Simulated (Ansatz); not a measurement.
# TiBr2 (1T sheet): Hubbard U and Hund's J by constrained RPA

Wanted: the parameters of a Hubbard-Kanamori model for TiBr2 (1T sheet).

Main program and level: Ansatz 0.2.0; non-magnetic LDA, then constrained RPA, plane waves, PAW.

Most raw output is cut from this account.

## 1. The structure

The cell holds 3 atoms: 1 Ti and 2 Br. Its edges and angles: a = 3.371 Å, b = 3.371 Å, c = 30.018 Å, α = 90.0°, β = 90.0°, γ = 120.0°. Vacuum lies along c.

The structure was relaxed with LDA. The structure was generated from a model, not taken from a measurement. The runs that relaxed it are not among those shown. The program's search for lower electronic states was switched off, so nothing shows that the state found is the lowest. The default PAW set here is soft_2. Its files were made with PBE. The Coulomb interaction is cut off across the vacuum.

## 2. LDA bands and orbital weights

This step: DFT, LDA, plane waves, PAW.

input.yaml

```yaml
crystal:
  lattice:
    - [2.38385328, 0.0, -2.38385328]
    - [-2.38385328, 2.38385328, 0.0]
    - [17.33064614, 17.33064614, 17.33064614]
  atoms:
    - { symbol: Ti, position: [0.0, 0.0, 0.3182933598] }
    - { symbol: Br, position: [0.3333333333, 0.6666666667, 0.373991355] }
    - { symbol: Br, position: [0.6666666667, 0.3333333333, 0.2625953646] }
  periodic: [true, true, false]
kpoints:
  mp_grid: { grid: [12, 12, 1] }
  band_path:
    path:
      - [0.0, 0.0, 0.0]
      - [0.5, 0.0, 0.0]
      - [0.33333333, 0.33333333, 0.0]
      - [0.0, 0.0, 0.0]
    npoints: 10
hamiltonian:
  xc: lda
scf:
  occupations: { method: gaussian, width: 0.08 }
  n_extra_bands: 19
  max_iter: 150
  lower_state_search: "off"
output:
  eigenvalues: true
  forces: true
  stress: true
  fatbands: true
  write_density: true
  write_potential: true
  elf: true
  volumetric_format: npy
```

Launch:

```console
ansatz run input.yaml --threads 8 --pin off --max-ram 14745MiB --backend cpu --events-out ev --progress --plain --runs-dir out
```

Run time: 3.5 s. Hardware: 8 threads of Arm Neoverse V2, shared host; peak memory 0.81 GiB.

Electronic bands along the path, in eV, zero at the Fermi level:

| point | band 10 | band 11 | band 12 | band 13 | band 14 | band 15 | band 16 | band 17 |
| --- | --- | --- | --- | --- | --- | --- | --- | --- |
| Γ | -3.87 | -2.59 | -2.59 | -0.52 | 0.02 | 0.02 | 1.62 | 1.62 |
| halfway | -4.51 | -4.09 | -3.39 | -0.77 | 0.42 | 0.71 | 1.41 | 1.73 |
| M | -4.94 | -4.48 | -3.79 | -1.32 | 1.28 | 1.46 | 1.92 | 2.46 |
| halfway | -5.11 | -4.95 | -4.91 | -0.56 | 1.03 | 1.31 | 1.62 | 2.37 |
| K | -5.66 | -5.10 | -5.10 | 0.46 | 0.46 | 0.97 | 1.95 | 1.95 |
| halfway | -4.68 | -4.35 | -3.99 | -0.20 | -0.13 | 1.06 | 1.38 | 1.81 |
| Γ | -3.87 | -2.59 | -2.59 | -0.52 | 0.02 | 0.02 | 1.62 | 1.62 |

Of the projections kept (Ti 3d, Br 4p), the largest for each band there; the rest of the weight can lie on other orbitals:

| point | band 10 | band 11 | band 12 | band 13 | band 14 | band 15 | band 16 | band 17 |
| --- | --- | --- | --- | --- | --- | --- | --- | --- |
| Γ | Br 4p 0.69 | Br 4p 0.99 | Br 4p 0.99 | Ti 3d 0.81 | Ti 3d 0.96 | Ti 3d 0.96 | Ti 3d 0.69 | Ti 3d 0.69 |
| M | Br 4p 0.97 | Br 4p 0.75 | Br 4p 0.98 | Ti 3d 0.88 | Ti 3d 1.00 | Ti 3d 0.88 | Ti 3d 0.74 | Ti 3d 0.68 |
| K | Br 4p 0.98 | Br 4p 0.82 | Br 4p 0.82 | Ti 3d 0.84 | Ti 3d 0.84 | Ti 3d 0.92 | Ti 3d 0.73 | Ti 3d 0.73 |
| Γ | Br 4p 0.69 | Br 4p 0.99 | Br 4p 0.99 | Ti 3d 0.81 | Ti 3d 0.96 | Ti 3d 0.96 | Ti 3d 0.69 | Ti 3d 0.69 |

Valence density in the ca plane at fractional y = 0.333, with atoms of Br within 0.2 Å of it. It is the smooth field of the valence electrons, not physical close to the nuclei.

Values in units of 1e-1 e/Å³, 5 rows by 16 columns, each cell a mean:
```
0.0 0.0 0.0 0.0 0.0 0.3 4.7 9.2 3.4 1.4 1.7 0.7 0.1 0.0 0.0 0.0
0.0 0.0 0.0 0.0 0.0 0.4 7.4 6.8 4.8 0.9 0.7 0.3 0.0 0.0 0.0 0.0
0.0 0.0 0.0 0.0 0.0 0.3 4.9 9.4 3.5 1.4 1.7 0.7 0.1 0.0 0.0 0.0
0.0 0.0 0.0 0.0 0.0 0.1 1.0 2.5 2.5 3.0 4.9 1.9 0.1 0.0 0.0 0.0
0.0 0.0 0.0 0.0 0.0 0.1 0.9 2.3 2.6 3.1 5.0 2.0 0.1 0.0 0.0 0.0
```
Columns run along c (16.0 Å, from fractional 0.02 to 0.56 of the cell), rows up along a (3.4 Å). Atoms in or near the plane, at fractional coordinates: Br at (0.26, 0.67).

Electrostatic potential energy in the ca plane at fractional y = 0.333, with atoms of Br within 0.2 Å of it. With pseudopotentials it is smooth inside the atoms' cores, unlike the true potential.

Values in eV, 5 rows by 16 columns, each cell a mean:
```
  0   0   0   0   0   0 -12 -31  -8  -4  -3  -1   0   0   0   0
  0   0   0   0   0  -1 -24 -43 -12  -2  -1  -1   0   0   0   0
  0   0   0   0   0   0 -13 -32  -8  -4  -3  -1   0   0   0   0
  0   0   0   0   0   0  -2  -5  -9 -10  -9  -4   0   0   0   0
  0   0   0   0   0   0  -2  -4  -9 -10  -9  -4   0   0   0   0
```
Columns run along c (16.0 Å, from fractional 0.02 to 0.56 of the cell; values clipped at the 3rd and 97th percentile), rows up along a (3.4 Å). Atoms in or near the plane, at fractional coordinates: Br at (0.26, 0.67).

## 3. Constrained RPA: Ti d, bands v1 to c4, 6×6×1 mesh, medium accuracy

Constrained RPA screens the interaction with every transition except those inside the target bands, which a later many-body model would treat itself.

This step: constrained RPA on LDA, plane waves, PAW.

input.yaml, the sections that differ from step 2:

```yaml
kpoints:
  mp_grid: { grid: [12, 12, 1] }
output:
  crpa:
    kmesh: [6, 6, 1]
    target_bands: [v1, c4]
    projections: [{ species: Ti, l: d, shell: 3 }]
  local_orbitals:
    kmesh: [12, 12, 1]
    orbitals: [{ species: Ti, l: d, shell: 3 }]
    window: { bands: [v1, c4] }
    seedname: lo
# crystal, hamiltonian, scf: as in step 2
```

Elapsed: 53 s, on 8 threads; peak memory 2.7 GiB.

Numbers from this step:

| Quantity | Value |
| --- | --- |
| U | 4.435 eV |
| U prime (inter-orbital) | 3.732 eV |
| J | 0.3377 eV |
| bare V | 13.68 eV |
| bare J | 0.4358 eV |
| stated bound on U | 0.01063 eV |
| U over bare V | 0.3243 |
| electrons in the window | 2.000 |
| head of the constrained inverse dielectric matrix | 0.6873 |
| least eigenvalue of the projection's overlap | 0.6650 |
| target functions | 5 |
| bands in the sums | 34 |
| r.m.s. miss of the model bands | 6.19e-4 eV |
| width of the target bands | 3.786 eV |
| weight of the projected orbitals in the window | 0.8182 |

On the Ti d shell, screening brings the on-site interaction from 13.7 eV down to U = 4.43 eV.

Kanamori averages over each shell's functions. Crpa shells, by row:

| site | element | shell | orbitals | U (eV) | U' (eV) | J (eV) | bare V (eV) | bare V' (eV) | bare J (eV) | bound on U (eV) |
| --- | --- | --- | --- | --- | --- | --- | --- | --- | --- | --- |
| 1 | Ti | 3D | 5 | 4.435 | 3.732 | 0.3377 | 13.68 | 12.75 | 0.4358 | 0.01063 |

Density-density elements U_iijj, eV. U matrix, by row:

| orbital | Ti1 dz2 | Ti1 dxz | Ti1 dyz | Ti1 dx2-y2 | Ti1 dxy |
| --- | --- | --- | --- | --- | --- |
| Ti1 dz2 | 4.32 | 3.843 | 3.843 | 3.519 | 3.579 |
| Ti1 dxz | 3.843 | 4.511 | 3.755 | 3.667 | 3.755 |
| Ti1 dyz | 3.843 | 3.755 | 4.511 | 3.667 | 3.755 |
| Ti1 dx2-y2 | 3.519 | 3.667 | 3.667 | 4.32 | 3.931 |
| Ti1 dxy | 3.579 | 3.755 | 3.755 | 3.931 | 4.511 |

Exchange elements U_ijji, eV. J matrix, by row:

| orbital | Ti1 dz2 | Ti1 dxz | Ti1 dyz | Ti1 dx2-y2 | Ti1 dxy |
| --- | --- | --- | --- | --- | --- |
| Ti1 dz2 | - | 0.269 | 0.269 | 0.401 | 0.392 |
| Ti1 dxz | 0.269 | - | 0.371 | 0.351 | 0.371 |
| Ti1 dyz | 0.269 | 0.371 | - | 0.351 | 0.371 |
| Ti1 dx2-y2 | 0.401 | 0.351 | 0.351 | - | 0.228 |
| Ti1 dxy | 0.392 | 0.371 | 0.371 | 0.228 | - |

Projected local orbitals of the target window. The electronic bands at the labelled points (eV, zero at the Fermi level; # counts the bands kept):

| point | #1 | #2 | #3 | #4 | #5 |
| --- | --- | --- | --- | --- | --- |
| Γ | -0.52 | 0.02 | 0.02 | 1.62 | 1.62 |
| halfway | -0.77 | 0.42 | 0.71 | 1.41 | 1.73 |
| M | -1.32 | 1.28 | 1.46 | 1.92 | 2.46 |
| halfway | -0.56 | 1.03 | 1.31 | 1.62 | 2.37 |
| K | 0.46 | 0.46 | 0.97 | 1.95 | 1.95 |
| halfway | -0.20 | -0.13 | 1.06 | 1.38 | 1.81 |
| Γ | -0.52 | 0.02 | 0.02 | 1.62 | 1.62 |

The same for Kohn-Sham, solved directly:

| point | #1 | #2 | #3 | #4 | #5 |
| --- | --- | --- | --- | --- | --- |
| Γ | -0.52 | 0.02 | 0.02 | 1.62 | 1.62 |
| M | -1.32 | 1.28 | 1.46 | 1.92 | 2.46 |
| K | 0.46 | 0.46 | 0.97 | 1.95 | 1.95 |
| Γ | -0.52 | 0.02 | 0.02 | 1.62 | 1.62 |

Onsite levels, by row:

| orbital | level less Fermi level (eV) |
| --- | --- |
| Ti1 dz2 | 1.754 |
| Ti1 dxz | 0.3599 |
| Ti1 dyz | 0.3599 |
| Ti1 dx2-y2 | 1.754 |
| Ti1 dxy | 0.3599 |

Largest distinct elements between sites. Hoppings, by row:

| from | to | cell | distance (Å) | t (eV) |
| --- | --- | --- | --- | --- |
| Ti1 dxy | Ti1 dxy | 0 -1 0 | 3.371 | -0.5178 |
| Ti1 dx2-y2 | Ti1 dx2-y2 | 0 -1 0 | 3.371 | -0.1591 |
| Ti1 dxy | Ti1 dxy | -1 0 0 | 3.371 | 0.127 |
| Ti1 dz2 | Ti1 dz2 | -1 -1 0 | 3.371 | -0.1185 |
| Ti1 dx2-y2 | Ti1 dx2-y2 | 0 -2 0 | 6.743 | 0.109 |
| Ti1 dz2 | Ti1 dz2 | -2 0 0 | 6.743 | 0.0729 |
| Ti1 dxy | Ti1 dz2 | -2 -1 0 | 5.839 | 0.0728 |
| Ti1 dx2-y2 | Ti1 dz2 | 1 0 0 | 3.371 | 0.0704 |
| Ti1 dyz | Ti1 dx2-y2 | 1 -1 0 | 5.839 | 0.063 |
| Ti1 dz2 | Ti1 dx2-y2 | 2 2 0 | 6.743 | 0.0625 |
| Ti1 dxz | Ti1 dyz | 0 1 0 | 3.371 | -0.0467 |
| Ti1 dxy | Ti1 dz2 | 0 2 0 | 6.743 | 0.0378 |

## 4. Constrained RPA: Ti d + anion p, bands v7 to c4, 6×6×1 mesh, medium accuracy

input.yaml, the sections that differ from step 3:

```yaml
output:
  crpa:
    kmesh: [6, 6, 1]
    target_bands: [v7, c4]
    projections: [{ species: Ti, l: d, shell: 3 }, { species: Br, l: p, shell: 4 }]
  local_orbitals:
    kmesh: [12, 12, 1]
    orbitals: [{ species: Ti, l: d, shell: 3 }, { species: Br, l: p, shell: 4 }]
    window: { bands: [v7, c4] }
    seedname: lo
# crystal, kpoints, hamiltonian, scf: as in step 3
```

The job ended after 2.5 min (8 threads; peak memory 3.1 GiB; 19 min of CPU time).

This step gave:

```yaml
u: 7.560 eV
u_prime_inter_orbital: 6.692 eV
j: 0.4208 eV
bare_v: 15.69 eV
bare_j: 0.5237 eV
stated_bound_on_u: 0.02691 eV
u_over_bare_v: 0.4818
electrons_in_the_window: 14.00
head_of_the_constrained_inverse_dielectric_matrix: 0.7996
least_eigenvalue_of_the_projection_s_overlap: 0.7168
target_functions: 11
bands_in_the_sums: 34
r_m_s_miss_of_the_model_bands: 2.88e-4 eV
width_of_the_target_bands: 10.03 eV
weight_of_the_projected_orbitals_in_the_window: 0.9524
```

On the Ti d shell, screening brings the on-site interaction from 15.7 eV down to U = 7.56 eV.

Kanamori averages over each shell's functions. Crpa shells, by row:

| site | element | shell | orbitals | U (eV) | U' (eV) | J (eV) | bare V (eV) | bare V' (eV) | bare J (eV) | bound on U (eV) |
| --- | --- | --- | --- | --- | --- | --- | --- | --- | --- | --- |
| 1 | Ti | 3D | 5 | 7.56 | 6.692 | 0.4208 | 15.69 | 14.6 | 0.5237 | 0.02691 |
| 2 | Br | 4P | 3 | 6.54 | 5.596 | 0.4593 | 12.31 | 10.9 | 0.6852 | 0.01558 |
| 3 | Br | 4P | 3 | 6.54 | 5.596 | 0.4593 | 12.31 | 10.9 | 0.6852 | 0.01558 |

Density-density elements U_iijj, eV. U matrix, by row:

| orbital | Ti1 dz2 | Ti1 dxz | Ti1 dyz | Ti1 dx2-y2 | Ti1 dxy | Br2 pz | Br2 px | Br2 py | Br3 pz | Br3 px | Br3 py |
| --- | --- | --- | --- | --- | --- | --- | --- | --- | --- | --- | --- |
| Ti1 dz2 | 8.033 | 6.916 | 6.916 | 6.916 | 6.581 | 2.931 | 2.922 | 3.217 | 3.462 | 3.082 | 3.082 |
| Ti1 dxz | 6.916 | 7.245 | 6.391 | 6.692 | 6.391 | 2.859 | 2.859 | 3.105 | 3.337 | 3.04 | 3 |
| Ti1 dyz | 6.916 | 6.391 | 7.245 | 6.692 | 6.391 | 3.04 | 3 | 3.337 | 3.337 | 3 | 3.04 |
| Ti1 dx2-y2 | 6.916 | 6.692 | 6.692 | 8.033 | 7.028 | 3.025 | 3.035 | 3.38 | 3.135 | 2.875 | 2.875 |
| Ti1 dxy | 6.581 | 6.391 | 6.391 | 7.028 | 7.245 | 3 | 3.04 | 3.337 | 3.105 | 2.859 | 2.859 |
| Br2 pz | 2.931 | 2.859 | 3.04 | 3.025 | 3 | 6.54 | 5.596 | 5.596 | 2.393 | 2.338 | 2.41 |
| Br2 px | 2.922 | 2.859 | 3 | 3.035 | 3.04 | 5.596 | 6.54 | 5.596 | 2.338 | 2.29 | 2.338 |
| Br2 py | 3.217 | 3.105 | 3.337 | 3.38 | 3.337 | 5.596 | 5.596 | 6.54 | 2.41 | 2.338 | 2.393 |
| Br3 pz | 3.462 | 3.337 | 3.337 | 3.135 | 3.105 | 2.393 | 2.338 | 2.41 | 6.54 | 5.596 | 5.596 |
| Br3 px | 3.082 | 3.04 | 3 | 2.875 | 2.859 | 2.338 | 2.29 | 2.338 | 5.596 | 6.54 | 5.596 |
| Br3 py | 3.082 | 3 | 3.04 | 2.875 | 2.859 | 2.41 | 2.338 | 2.393 | 5.596 | 5.596 | 6.54 |

Exchange elements U_ijji, eV. J matrix, by row:

| orbital | Ti1 dz2 | Ti1 dxz | Ti1 dyz | Ti1 dx2-y2 | Ti1 dxy | Br2 pz | Br2 px | Br2 py | Br3 pz | Br3 px | Br3 py |
| --- | --- | --- | --- | --- | --- | --- | --- | --- | --- | --- | --- |
| Ti1 dz2 | - | 0.343 | 0.343 | 0.559 | 0.508 | 0.008 | 0.009 | 0.037 | 0.114 | 0.026 | 0.026 |
| Ti1 dxz | 0.343 | - | 0.421 | 0.453 | 0.421 | 0.004 | 0.004 | 0.015 | 0.07 | 0.038 | 0.007 |
| Ti1 dyz | 0.343 | 0.421 | - | 0.453 | 0.421 | 0.038 | 0.007 | 0.07 | 0.07 | 0.007 | 0.038 |
| Ti1 dx2-y2 | 0.559 | 0.453 | 0.453 | - | 0.288 | 0.02 | 0.02 | 0.088 | 0.012 | 0.003 | 0.003 |
| Ti1 dxy | 0.508 | 0.421 | 0.421 | 0.288 | - | 0.007 | 0.038 | 0.07 | 0.015 | 0.004 | 0.004 |
| Br2 pz | 0.008 | 0.004 | 0.038 | 0.02 | 0.007 | - | 0.459 | 0.459 | 0.003 | 0.002 | 0.005 |
| Br2 px | 0.009 | 0.004 | 0.007 | 0.02 | 0.038 | 0.459 | - | 0.459 | 0.002 | 0 | 0.002 |
| Br2 py | 0.037 | 0.015 | 0.07 | 0.088 | 0.07 | 0.459 | 0.459 | - | 0.005 | 0.002 | 0.003 |
| Br3 pz | 0.114 | 0.07 | 0.07 | 0.012 | 0.015 | 0.003 | 0.002 | 0.005 | - | 0.459 | 0.459 |
| Br3 px | 0.026 | 0.038 | 0.007 | 0.003 | 0.004 | 0.002 | 0 | 0.002 | 0.459 | - | 0.459 |
| Br3 py | 0.026 | 0.007 | 0.038 | 0.003 | 0.004 | 0.005 | 0.002 | 0.003 | 0.459 | 0.459 | - |

Projected local orbitals of the target window. Electronic bands along the path, in eV, zero at the Fermi level; # counts the bands kept:

| point | #4 | #5 | #6 | #7 | #8 | #9 | #10 | #11 |
| --- | --- | --- | --- | --- | --- | --- | --- | --- |
| Γ | -3.87 | -2.59 | -2.59 | -0.52 | 0.02 | 0.02 | 1.62 | 1.62 |
| halfway | -4.51 | -4.09 | -3.39 | -0.77 | 0.42 | 0.71 | 1.41 | 1.73 |
| M | -4.94 | -4.48 | -3.79 | -1.32 | 1.28 | 1.46 | 1.92 | 2.46 |
| halfway | -5.11 | -4.95 | -4.91 | -0.56 | 1.03 | 1.31 | 1.62 | 2.37 |
| K | -5.66 | -5.10 | -5.10 | 0.46 | 0.46 | 0.97 | 1.95 | 1.95 |
| halfway | -4.68 | -4.35 | -3.99 | -0.20 | -0.13 | 1.06 | 1.38 | 1.81 |
| Γ | -3.87 | -2.59 | -2.59 | -0.52 | 0.02 | 0.02 | 1.62 | 1.62 |

The same for Kohn-Sham, solved directly:

| point | #4 | #5 | #6 | #7 | #8 | #9 | #10 | #11 |
| --- | --- | --- | --- | --- | --- | --- | --- | --- |
| Γ | -3.87 | -2.59 | -2.59 | -0.52 | 0.02 | 0.02 | 1.62 | 1.62 |
| M | -4.94 | -4.48 | -3.79 | -1.32 | 1.28 | 1.46 | 1.92 | 2.46 |
| K | -5.66 | -5.10 | -5.10 | 0.46 | 0.46 | 0.97 | 1.95 | 1.95 |
| Γ | -3.87 | -2.59 | -2.59 | -0.52 | 0.02 | 0.02 | 1.62 | 1.62 |

Onsite levels, by row:

| orbital | level less Fermi level (eV) |
| --- | --- |
| Ti1 dz2 | 0.441 |
| Ti1 dxz | -0.1865 |
| Ti1 dyz | -0.1865 |
| Ti1 dx2-y2 | 0.441 |
| Ti1 dxy | -0.1865 |
| Br2 pz | -4.573 |
| Br2 px | -4.573 |
| Br2 py | -4.573 |
| Br3 pz | -4.573 |
| Br3 px | -4.573 |
| Br3 py | -4.573 |

Largest distinct elements between sites. Hoppings, by row:

| from | to | cell | distance (Å) | t (eV) |
| --- | --- | --- | --- | --- |
| Br2 pz | Ti1 dz2 | 1 1 0 | 2.566 | 1.524 |
| Ti1 dx2-y2 | Br3 py | -1 -1 0 | 2.566 | 1.32 |
| Br3 py | Ti1 dxy | 1 0 0 | 2.566 | 0.8379 |
| Ti1 dz2 | Br2 px | 0 -1 0 | 2.566 | -0.762 |
| Br3 px | Br3 pz | 1 0 0 | 3.371 | -0.5397 |
| Ti1 dyz | Ti1 dyz | 1 1 0 | 3.371 | -0.4895 |
| Br3 px | Br3 py | 0 1 0 | 3.371 | -0.3618 |
| Br2 py | Br2 py | -1 -1 0 | 3.371 | 0.2835 |
| Br3 pz | Br2 py | 0 0 0 | 3.869 | 0.2751 |
| Br2 py | Br3 py | -1 0 0 | 3.869 | 0.2122 |
| Ti1 dz2 | Ti1 dxy | 0 -1 0 | 3.371 | -0.1772 |
| Ti1 dyz | Ti1 dxy | -1 0 0 | 3.371 | -0.1742 |

## 5. The windows together

Times are wall times on 8 threads of Arm Neoverse V2, shared host, good to a factor of about two.

| target | bands | functions | width (eV) | bare V (eV) | U (eV) | U′ (eV) | J (eV) | U/V | time |
| --- | --- | --- | --- | --- | --- | --- | --- | --- | --- |
| Ti d | v1–c4 | 5 | 3.79 | 13.68 | 4.43 | 3.73 | 0.34 | 0.32 | 53 s |
| Ti d + anion p | v7–c4 | 11 | 10.03 | 15.69 | 7.56 | 6.69 | 0.42 | 0.48 | 2.5 min |

## 6. Results

| Property | Result |
| --- | --- |
| Ti d | U 4.43 eV, U′ 3.73 eV, J 0.34 eV, bare V 13.7 eV |
| Ti d + anion p | U 7.56 eV, U′ 6.69 eV, J 0.42 eV, bare V 15.7 eV |
| method | constrained RPA on non-magnetic LDA, 6×6×1 mesh, static; search for lower states off |

**Reading.** For Ti d, screening cuts the on-site interaction from 13.68 eV to 4.43 eV (32 %), while J goes only from 0.44 eV to 0.34 eV: the monopole is screened far more than the multipoles. U − 2J differs from U′ by +0.03 eV, so the Kanamori relation holds well. U is 1.2 times the width of the target bands. With the window Ti d + anion p U becomes 7.56 eV and the bare V 15.69 eV, so U/V goes from 0.32 to 0.48. The parent state is non-magnetic and the interaction static (zero frequency); U depends on the window and the orbitals, so it belongs to this model alone. The bands cross the Fermi level under this constraint, which need not be the crystal's state: magnetic order, correlation or a lattice distortion may open a gap. A window that holds the anion p bands defines a model with explicit ligands; its U belongs to that model and is not the U of DFT+U.

[Paths, hosts, dates, memory and timing lines, banners, echoed tables and standing remarks are left out of the program output.]

[Logs are printed without paths, hosts, clocks, repeated set-up lines and the standing remarks that a program may print on its own settings, such as how far it seeks lower states.]

[Runs of the session that timed out or met a known fault of the program may be left out.]

[Hosts, paths, dates, database ids (printed as entryN), source tags and the programs' standing remarks are cut or masked in the printed files.]
